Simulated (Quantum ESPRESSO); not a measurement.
# Ta (Im-3m): from the cell to the phonon bands, part 3 of 3

How does Ta (Im-3m) vibrate, and is this structure a minimum?

Quantum ESPRESSO 7.5; DFT LDA, scalar-relativistic, plane waves, PseudoDojo norm-conserving pseudopotentials.

So far. Step 5 (Linear response on the mesh): The acoustic modes at Γ come out as far as 0.5 cm⁻¹ from zero, where they should vanish, a small numerical error. The relaxed cell has a = 3.245 Å (conventional setting).

## (7) Interpolated phonon bands (continued)

Force constants by pair (phonopy on the run's constants); pairs near half the supercell's span include their periodic images. Pair force constants, by row:

```csv
atom,neighbour,distance (Å),third of the trace (eV/Å²),along the pair's line (eV/Å²)
Ta1,itself,0,9.255,–
Ta1,Ta,2.81,-0.9899,-2.481
Ta1,Ta,3.245,-0.1507,-0.3617
Ta1,Ta,4.589,-0.0173,-0.4597
Ta1,Ta,5.381,-0.0567,-0.3539
Ta1,Ta,5.621,0.1005,0.5711
Ta1,Ta,6.49,0.2543,0.973
Ta1,Ta,7.256,-0.0045,0.014
```

Harmonic mean-square displacement, third of the trace. Mean-square displacements:

```csv
T (K),Ta1 U_eq (Å²)
0,9.60e-4
100,0.0025
300,0.00693
600,0.01375
```

Mode patterns, pair constants, displacements and means over the zone were worked out by phonopy from the force constants of q2r.x.

All branches are real along the path.

## (8) Sums over the zone

Sums over the zone need many more wavevectors than were solved, so the interpolation is sampled on a dense mesh.

File matdyn.in:

```
 &input
    asr='simple',
    flfrc='x.fc',
    dos=.true.,
    fldos='x.dos',
    nk1=20,
    nk2=20,
    nk3=20,
    deltaE=0.3,
 /
```

Started as:

```console
$ matdyn.x -in matdyn.in > matdyn.out
```

Numbers of over 12 decimals in the logs are rounded to 6 here.

The log of the run:

```text
[banner, memory and clock lines left out]
Program MATDYN v.7.5

 mass for atomic type   1 not given; uses mass from file x.fc
     Message from routine matdyn:
     Z* not found in file x.fc, TO-LO splitting at q=0 will be absent!

Note: The following floating-point exceptions are signalling: IEEE_UNDERFLOW_FLAG
```

Wall time 3.5 s (1 thread of Arm Neoverse V1, shared host).

This step gave:

```
share of modes beyond 3i cm⁻¹ on the dense interpolated mesh : 0
zero-point energy per atom                                   : 21.05 meV
heat capacity at 300 K                                       : 24.29 J/(mol atoms K)
vibrational entropy at 300 K                                 : 41.89 J/(mol atoms K)
```

Tetrahedra. Phonon density of states against wavenumber; read off at these points:

wavenumber (cm⁻¹), phonon density of states (1/cm⁻¹/cell) and a bar:
```
      0.0     0.0000 
      5.0     0.0002 
     10.0     0.0004 
     15.0     0.0016 
     20.0     0.0017 #
     25.0     0.0022 #
     30.0     0.0028 #
     35.0     0.0038 #
     40.0     0.0044 #
     45.0     0.0053 ##
     50.0     0.0066 ##
     55.0     0.0075 ##
     60.0     0.0088 ###
     65.0     0.0104 ###
     70.0     0.0124 ####
     75.0     0.0147 #####
     80.0     0.0183 ######
     85.0     0.0262 ########
     90.0     0.0552 #################
     90.9     0.0566 ##################
     95.0     0.0340 ###########
    100.0     0.0223 #######
    105.0     0.0195 ######
    110.0     0.0191 ######
    115.0     0.0197 ######
    120.0     0.0237 #######
    125.0     0.0245 ########
    130.0     0.0232 #######
    135.0     0.0259 ########
    140.0     0.0420 #############
    145.0     0.0968 ##############################
    150.0     0.0454 ##############
    155.0     0.0184 ######
    160.0     0.0075 ##
    165.0     0.0033 #
```

Harmonic thermodynamic functions per atom, summed over the density of states scaled to three modes an atom; melting is ignored. Thermodynamic functions:

```csv
T (K),F_vib (meV/atom),S (J/mol-atom/K),C_V (J/mol-atom/K)
0,21.05,0,0
50,20.14,5.793,11.4
100,14.18,16.9,19.89
200,-11.95,32.18,23.52
300,-50.65,41.89,24.29
400,-97.88,48.92,24.57
500,-151.5,54.42,24.71
600,-210.3,58.94,24.78
700,-273.5,62.76,24.82
800,-340.3,66.08,24.85
900,-410.3,69,24.87
1000,-483.2,71.62,24.88
```

At 300 K the heat capacity has reached 97 % of the Dulong-Petit value.

## (9) The dispersion under another sum rule (asr all)

The sum rule corrects the force constants themselves, so it can shift branches at any wavevector, low ones most.

File matdyn.in:

```
 &input
    asr='all',
    flfrc='x.fc',
    flfrq='x.freq',
    flvec='x.modes',
    q_in_band_form=.true.,
    q_in_cryst_coord=.true.,
 /
8
  0.0000000   0.0000000   0.0000000   8  ! GAMMA
  0.5000000   0.5000000  -0.5000000   8  ! H
  0.5000000  -0.0000000  -0.5000000   8  ! N
  0.0000000   0.0000000   0.0000000   8  ! GAMMA
  0.7500000   0.2500000  -0.2500000   8  ! P
  0.5000000   0.5000000  -0.5000000   1  ! H
  0.7500000   0.2500000  -0.2500000   8  ! P
  0.5000000  -0.0000000  -0.5000000   1  ! N
```

Started as:

```console
$ matdyn.x -in matdyn.in > matdyn.out
```

The log of the run:

```text
[banner, memory and clock lines left out]
Program MATDYN v.7.5

 mass for atomic type   1 not given; uses mass from file x.fc
 Norm of the difference between old and new effective charges:    0.000000

 Huang before:    1   1   1   2,   residual stress:   0.000000
 Huang before:    1   1   1   3,   residual stress:   0.000000
 Huang before:    1   1   2   2,   residual stress:  -0.000000
 Huang before:    1   1   2   3,   residual stress:  -0.000000
 Huang before:    1   1   3   3,   residual stress:   0.000000
 Huang before:    1   2   1   3,   residual stress:   0.000000
 Huang before:    1   2   2   2,   residual stress:   0.000000
 Huang before:    1   2   2   3,   residual stress:  -0.000000
 Huang before:    1   2   3   3,   residual stress:   0.000000
 Huang before:    1   3   2   2,   residual stress:  -0.000000
 Huang before:    1   3   2   3,   residual stress:   0.000000
 Huang before:    1   3   3   3,   residual stress:   0.000000
 Huang before:    2   2   2   3,   residual stress:   0.000000
 Huang before:    2   2   3   3,   residual stress:  -0.000000
 Huang before:    2   3   3   3,   residual stress:   0.000000

 Norm of the difference between old and new force-constants:   8.31384e-07

     Message from routine matdyn:
     Z* not found in file x.fc, TO-LO splitting at q=0 will be absent!
     Message from routine matdyn:
     Z* not found in file x.fc, TO-LO splitting at q=0 will be absent!

Note: The following floating-point exceptions are signalling: IEEE_UNDERFLOW_FLAG

   You are using asr="all", please consider citing C. Lin, S. Ponc\'e and N. Marzari, npj Comput Mater 8, 236 (2022).
```

Run time: 0.45 s. Hardware: 1 thread.

At the labelled points the branches move by no more than 0.1 cm⁻¹.

## (10) What came out

| Quantity | Value |
| --- | --- |
| space group after relaxation | Im-3m |
| volume per atom | 17.1 Å³ |
| q mesh | 4×4×4 |
| lowest mode on the q mesh (acoustic ones at the zone centre apart) | 63.8 cm⁻¹ |
| zero-point energy per atom | 21.1 meV |
| heat capacity at 300 K | 24.3 J/(mol atoms K) |
| vibrational entropy at 300 K | 41.9 J/(mol atoms K) |
| imaginary modes on the q mesh | none |

In words: Ta (Im-3m) is dynamically stable on the 4×4×4 mesh; its spectrum reaches 167 cm⁻¹. These are harmonic frequencies at zero temperature: anharmonic shifts and linewidths and thermal expansion are left out. Spin-orbit coupling is left out, which can matter for the heavy elements here. In a metal the frequencies hang on the k mesh and the smearing, most of all near Kohn anomalies.

[Host names and launcher messages were left out of these logs when they were recorded.]

[Logs are printed without paths, hosts, clocks, repeated set-up lines and the standing remarks that a program may print on its own settings, such as how far it seeks lower states.]

[Hosts, paths, dates, database ids (printed as entryN), source tags and the programs' standing remarks are cut or masked in the printed files.]
